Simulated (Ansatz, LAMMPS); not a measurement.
**Molecular dynamics of Li+ PF6- in diethyl carbonate and 1,3-dioxolane at 300 K (100 atoms)**

Aim: follow Li+ PF6- in diethyl carbonate and 1,3-dioxolane at 300 K (100 atoms) for a short time with forces from DFT, then look at structure and electrons in the last frame.

Calculated with Ansatz 0.2.0; Kohn-Sham DFT, PBE+D4, PAW (set soft_2), plane waves.

## (1) The structure

The cell holds 100 atoms: 21 C, 13 O, 42 H, 3 P, 18 F and 3 Li. Cell: a = 10.579 Å, b = 10.579 Å, c = 10.579 Å, α = 90.0°, β = 90.0°, γ = 90.0°. 3 diethyl carbonate, 2 1,3-dioxolane, 3 Li+, 3 PF6- placed at random, at 1.34 g/cm³; overlaps pushed apart, then 10 ps at 550 K with stiff harmonic cages for PF6 and BF4 with UFF radii; Joung-Cheatham ions (J. Phys. Chem. B 112, 9020 (2008)); MMFF94 bonds, angles, torsions, charges and radii (Halgren, J. Comput. Chem. 17, 490 (1996)) in harmonic and 12-6 forms; charges of ions scaled by 0.8. Snapshot after 30 ps at 300 K and fixed volume.

Before any run, some limits are plain. The network of contacts between molecules at the start is that of the classical potential that made the cell, and needn't be the one that DFT or experiment would give. The density was typed from a rule of thumb and may lie off the real one at this temperature. Only the Γ point is sampled, in a cell whose shortest periodic width is 11 Å.

## (2) Single point at the start

A single point comes first, to see the forces before anything moves.

input.yaml reads:

```yaml
crystal:
  lattice:
    - [10.57902, 0.0, 0.0]
    - [0.0, 10.57902, 0.0]
    - [0.0, 0.0, 10.57902]
  atoms:
    - { symbol: C, position: [0.17538, 0.04188, 0.41012] }
    - { symbol: C, position: [0.16737, 0.92672, 0.4889] }
    - { symbol: O, position: [0.28872, 0.8725, 0.50984] }
    - { symbol: C, position: [0.32213, 0.78356, 0.42506] }
    [... 90 atom lines left out ...]
    - { symbol: F, position: [0.45165, 0.99726, 0.93609] }
    - { symbol: F, position: [0.46888, 0.83182, 0.05371] }
    - { symbol: F, position: [0.58776, 0.02685, 0.10423] }
    - { symbol: Li, position: [0.81249, 0.32275, 0.66745] }
    - { symbol: Li, position: [0.56965, 0.20902, 0.17964] }
    - { symbol: Li, position: [0.2815, 0.78464, 0.98148] }
kpoints:
  mp_grid: { grid: [1, 1, 1] }
hamiltonian:
  xc: pbe
  dispersion: d4
scf:
  occupations: { method: gaussian, width: 0.025 }
output:
  forces: true
```

Command:

```
$ ansatz run input.yaml --threads 4 --pin off --max-ram 8192MiB --backend cpu --events-out ev --progress --plain --runs-dir out
```

Wall time 11 s (4 threads of Arm Neoverse V2, shared host); peak memory 1.3 GiB; 31 s of CPU time.

The run gave:

* free energy: -30760.1679 eV
* free energy per atom: -307.6017 eV/atom
* SCF cycles: 10
* r.m.s. force component: 0.9016 eV/Å
* longest force: 4.514 eV/Å
* Fermi energy: 1.477 eV

The r.m.s. force component of 0.90 eV/Å sets the starting point.

Length of the force by element:

```tsv
element	coordination	atoms	mean length of the force (eV/Å)	spread	least	most
C	all	21	2.04	0.955	0.267	4.51
F	all	18	1.28	0.439	0.640	2.09
H	all	42	1.04	0.636	0.0891	3.10
Li	all	3	0.244	0.0226	0.220	0.274
O	all	13	1.20	0.601	0.333	2.25
P	all	3	2.36	0.814	1.52	3.46
```

## (3) Dynamics at 300 K

A Langevin thermostat couples each atom to a heat bath, at the price of damped dynamics. The time step is 0.5 fs, short enough for the stretching of bonds to hydrogen.

input.yaml, as its differences from that of step 2:

```diff
@@ -16 +16,8 @@
   forces: true
+md:
+  timestep: 0.5
+  n_steps: 400
+  ensemble: nvt_langevin
+  temperature: 300
+  initial_velocities: maxwell_boltzmann
+  seed: 4052
```

Wall time 33 min (4 threads); peak memory 1.4 GiB; 2.1 h of CPU time.

The program notes that the dispersion model switches parameters near this geometry and it switched symmetry off.

Rows from the run:

```tsv
time (fs)	T (K)	potential (meV/atom)
0.0	297	0.0
13.5	340	-7.8
26.5	322	-6.9
40.0	313	-6.1
53.5	305	-6.5
66.5	308	-9.6
80.0	324	-11.2
93.5	305	-8.3
106.5	300	-7.6
120.0	304	-4.2
133.5	337	-8.6
146.5	320	-9.3
160.0	311	-5.2
173.5	320	-5.1
186.5	334	-4.7
200.0	360	-10.9
```

Mean square displacement from the first frame to the last: C 0.29 Å², O 0.18 Å², H 0.68 Å², P 0.064 Å², F 0.24 Å², Li 0.13 Å².

The mean square displacement by time lag:

```tsv
time lag (fs)	C (Å²)	F (Å²)	H (Å²)	Li (Å²)	O (Å²)	P (Å²)
0.5	1.8e-5	1.1e-5	1.8e-4	2.8e-5	1.3e-5	6.6e-6
8.5	0.00417	0.00304	0.0292	0.00774	0.00330	0.00168
12.5	0.00767	0.00620	0.0456	0.0162	0.00641	0.00326
21.0	0.0148	0.0149	0.0634	0.0419	0.0140	0.00680
29.5	0.0224	0.0242	0.0942	0.0739	0.0223	0.00990
37.5	0.0318	0.0324	0.137	0.106	0.0311	0.0129
41.5	0.0371	0.0362	0.154	0.122	0.0358	0.0146
50.0	0.0487	0.0439	0.191	0.153	0.0463	0.0190
58.5	0.0601	0.0518	0.234	0.181	0.0565	0.0242
62.5	0.0652	0.0558	0.252	0.192	0.0610	0.0267
70.5	0.0755	0.0644	0.279	0.211	0.0693	0.0321
79.0	0.0873	0.0742	0.307	0.227	0.0775	0.0383
87.5	0.0998	0.0848	0.336	0.238	0.0852	0.0450
91.5	0.106	0.0901	0.349	0.242	0.0885	0.0482
100.0	0.119	0.101	0.373	0.248	0.0949	0.0545
```

The drift taken off is the plain mean over atoms, not the centre of mass, so with hydrogen in the cell the heavy atoms' values at short lags are too large.

Over the second half of 200 fs the temperature averages 318 K with swings of 17 K r.m.s. From first frame to last H has the largest mean square displacement, 0.68 Å² at the end; the farthest move is 1.85 Å. The run spans 0.20 ps, too short for its means to be equilibrium values.

## (4) Distances and neighbours late in the run

The g(r) is a mean over the second half.

Density 1.34 g/cm³, 11.84 Å³ an atom.

Mean of 14 frames. g(r), total and by pair (bins of 0.2 Å):

```tsv
r (Å)	total	H-H	H-C	H-F	H-O	H-Li	H-P
1.00	1.73	0.00	9.80	0.00	0.00	0.00	0.00
1.20	1.76	0.00	8.70	0.00	0.00	0.00	0.00
1.40	0.92	0.00	0.00	0.00	0.00	0.00	0.00
1.60	1.00	0.49	0.00	0.00	0.00	0.00	0.00
1.80	0.89	4.41	0.00	0.00	0.00	0.00	0.00
2.00	0.72	0.34	0.68	0.00	3.71	0.00	0.00
2.20	1.51	0.45	3.54	0.18	2.25	0.00	0.00
2.40	1.24	1.46	0.39	0.71	0.76	0.18	0.00
2.60	0.67	1.65	0.47	0.50	1.31	0.27	0.00
2.80	0.60	0.88	0.54	0.61	1.10	0.54	0.00
3.00	0.77	1.08	1.00	0.67	0.93	1.39	0.00
3.20	0.92	0.97	1.10	0.76	0.96	1.87	0.44
3.40	0.87	0.77	0.82	0.97	1.31	1.58	0.42
3.60	0.90	0.76	0.98	0.96	1.02	1.23	0.72
3.80	0.90	0.85	0.99	0.96	0.98	0.85	1.50
4.00	0.96	0.90	0.89	1.01	0.87	0.57	1.62
4.20	1.04	0.89	0.82	1.05	1.25	0.88	1.44
4.40	1.04	0.93	0.87	1.08	1.15	0.64	1.77
4.60	0.98	0.87	0.93	1.25	1.12	0.91	1.34
4.80	1.04	0.93	1.12	1.27	1.15	1.15	1.07
5.00	1.06	0.89	0.91	1.33	1.00	1.67	1.54
5.20	1.04	0.90	1.01	1.23	1.01	1.38	1.33
```

## (5) Single point at the last frame

The last frame is solved once more, with the analyses that the dynamics left out.

input.yaml reads:

```yaml
crystal:
  lattice:
    - [10.57902, 0.0, 0.0]
    - [0.0, 10.57902, 0.0]
    - [0.0, 0.0, 10.57902]
  atoms:
    - { symbol: C, position: [0.15914, 0.08597, 0.40484] }
    - { symbol: C, position: [0.15183, 0.97338, 0.48412] }
    - { symbol: O, position: [0.27708, 0.919, 0.50506] }
    - { symbol: C, position: [0.3109, 0.83169, 0.42173] }
    [... 90 atom lines left out ...]
    - { symbol: F, position: [0.40174, 0.01895, 0.95342] }
    - { symbol: F, position: [0.46279, 0.83843, 0.07125] }
    - { symbol: F, position: [0.58075, 0.02821, 0.07717] }
    - { symbol: Li, position: [0.81756, 0.31088, 0.65017] }
    - { symbol: Li, position: [0.57787, 0.2102, 0.13921] }
    - { symbol: Li, position: [0.268, 0.80747, 0.96304] }
kpoints:
  mp_grid: { grid: [1, 1, 1] }
hamiltonian:
  xc: pbe
  dispersion: d4
scf:
  occupations: { method: gaussian, width: 0.025 }
output:
  forces: true
  stress: true
  populations: true
  dos:
    method: { smearing: { sigma: 0.08 } }
    de: 0.1
    projected: { site_lists: { C: [C], F: [F], H: [H], Li: [Li], O: [O] } }
  eigenvalues: true
  write_density: true
  write_potential: true
  volumetric_format: npy
```

Wall time 13 s (4 threads); peak memory 1.4 GiB; 48 s of CPU time.

The program notes that the exchange-correlation potential is rough where the density is thin.

Numbers from this run:

```yaml
free_energy: -30761.2532 eV
free_energy_per_atom: -307.6125 eV/atom
scf_cycles: 10
pressure: 0.08418 GPa
r_m_s_force_component: 0.7033 eV/Å
longest_force: 3.114 eV/Å
fermi_energy: 1.362 eV
spacing_of_highest_filled_and_lowest_empty_level: 4.968 eV
spilling_of_the_projection: 0.01192
```

Length of the force by element:

```tsv
element	coordination	atoms	mean length of the force (eV/Å)	spread	least	most
C	all	21	1.65	0.625	0.656	3.11
F	all	18	0.735	0.336	0.276	1.71
H	all	42	0.873	0.473	0.0908	1.84
Li	all	3	0.363	0.169	0.152	0.566
O	all	13	1.08	0.526	0.373	1.94
P	all	3	1.64	0.917	0.746	2.90
```

Löwdin charges by element (they lack the spilled electrons, 0.042 e an atom on average):

```tsv
element	coordination	atoms	mean charge (e)	spread	least	most
C	all	21	-0.0404	0.364	-0.466	0.733
F	all	18	-0.466	0.0144	-0.494	-0.438
H	all	42	0.197	0.0178	0.168	0.238
Li	all	3	0.800	0.0059	0.793	0.808
O	all	13	-0.344	0.0958	-0.525	-0.223
P	all	3	2.42	0.0184	2.39	2.44
```

States in the cell by windows of 1 eV, zero at the Fermi level; the larger projections on atomic orbitals stand beside the total:

```tsv
from (eV)	to (eV)	total	F p	C p	O p	H s
-14	-13	0.8	0.3	0.1	0.1	0.1
-13	-12	19.1	3.2	2.7	2.9	2.8
-12	-11	4.8	0.1	0.9	0.6	1.4
-11	-10	13.0	3.6	2.4	2.5	1.4
-10	-9	28.5	8.9	6.6	5.9	2.2
-9	-8	17.4	5.7	4.5	4.0	1.6
-8	-7	35.7	18.4	7.7	5.1	2.8
-7	-6	34.4	16.2	8.6	5.2	3.2
-6	-5	49.7	24.8	11.7	6.4	5.4
-5	-4	35.2	14.6	8.2	6.9	4.8
-4	-3	24.0	4.0	3.8	12.4	3.4
-3	-2	7.5	0.0	0.7	5.7	0.9
-2	2	0.0	0.0	0.0	0.0	0.0
2	3	4.0	0.1	1.2	0.8	0.5
3	4	13.2	0.5	3.2	1.3	2.1
4	5	20.5	0.7	4.4	1.3	4.1
```

The curve was stored every 0.100 eV, coarse against its broadening of 0.08 eV, so these counts are rough.

Between -26 and -14 eV lie 64 more states.

The stored curve holds about 334 of the 354 electrons; the rest, give or take the few that broadening carries across the Fermi level, lie in deeper levels below its range.

Not all projections were asked for or kept, so they needn't add up to the total.

The levels nearest the highest filled one (over half full), pooled over k-points and spins:

```tsv
level less the highest filled one (eV)	occupation
-0.671	2
-0.571	2
-0.568	2
-0.382	2
-0.141	2
0	2
4.97	0
5.20	0
5.58	0
5.78	0
5.95	0
6.11	0
```

Mean Löwdin charges: C -0.04, F -0.47, H +0.20, Li +0.80, O -0.34, P +2.42 e (they miss 1.2 % of the electrons, so they add up to more than the cell's charge).

1 further run on a deliberately doubtful input is not shown.

## (6) Results

```json
{
 "mean temperature, second half": "317.8 K",
 "temperature swing, second half": "17.36 K",
 "free energy per atom": "-307.6125 eV/atom",
 "pressure": "0.08418 GPa",
 "r.m.s. force component": "0.7033 eV/Å",
 "gap (highest filled to lowest empty level)": "4.968 eV",
 "wall time of the 4 DFT runs, those left out included": "33 min"
}
```

What this shows: Over the second half of 200 fs the temperature averages 318 K with swings of 17 K r.m.s. The run spans 0.20 ps, too short for its means to be equilibrium values. The highest filled and lowest empty levels differ by 4.97 eV (at Γ alone); a semilocal functional tends to put such gaps too low. In a disordered cell it changes from sample to sample and from frame to frame.

**Limits.** The program warns that the dispersion model switches its C6 values near this geometry, which can put artefacts into forces and pressure. The pressure of a single frame lacks the kinetic term, about 0.37 GPa here.

[Logs are printed without paths, hosts, clocks, repeated set-up lines and the standing remarks that a program may print on its own settings, such as how far it seeks lower states.]

[Hosts, paths, dates, database ids (printed as entryN), source tags and the programs' standing remarks are cut or masked in the printed files.]

[The MMFF94 radii named for the starting cell were scaled by 0.96; in molecules described by MMFF94, hydrogen bound to N, O or S took a small fixed 12-6 site in their place.]
